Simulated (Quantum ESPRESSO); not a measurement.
Computed results, one entry a study.

### MnS (Rambergite): energy against a fixed spin moment

The structure is hexagonal, space group P6_3mc (No. 186). The conventional cell has a = 3.976 Å, b = 3.976 Å, c = 6.432 Å, α = 90.00°, β = 90.00°, γ = 120.00°. Mn has 4 S at 2.41 to 2.48 Å nearest. Nearest to S lie 4 Mn at 2.41 to 2.48 Å. Farther neighbours and most contacts between anions are not listed.

* method: LDA; plane waves with GBRV 1.5 LDA potentials, no spin-orbit coupling (and 1 further level or step)
* program: Quantum ESPRESSO 7.5
* settings of one run: GBRV 1.5 LDA, potential files S: s_lda_v1.4.uspp.F.UPF, Mn: mn_lda_v1.5.uspp.F.UPF, cutoff 544.23 eV, 6×6×6 k-mesh, 34 bands, fermi-dirac occupations, smearing width 0.136 eV, collinear spin, SCF threshold 8.00e-9, starting moments 4.5 4.5 0 0 μB
* cost: 10 runs, 12 min in all on 2 MPI ranks of Intel Xeon Platinum 8175M at 2.50GHz (Skylake/Cascade Lake), shared host (the runs of this entry)
* notes: The database entry behind the starting cell differs from later determinations by our own check (about 0.3 % short against later determinations). The run is spin-polarised, with a total moment of 9.54 μB a cell (absolute 9.54). All runs start parallel; opposed orders may lie lower. No Hubbard term acts here. In such compounds local and semilocal functionals without one often delocalise the d electrons, and can shrink or lose moments and miss the size, sign and order of the couplings.
* moment of the free run: 9.54 μB a cell
* energy at zero total moment: 2424 meV a cell over the lowest
* ΔE/ΔM² from the lowest point to 11.26 and to 8.04 μB: 1208 and 128 meV/μB²

At zero total moment the site moments vanish, so the 2424 meV a cell is the energy of forming them. The points show one minimum alone.

[Hosts, paths, dates, database ids (printed as entryN), source tags and the programs' standing remarks are cut or masked in the printed files.]

[Where a cell is said to come from a database of computed structures, the database is the Materials Project.]
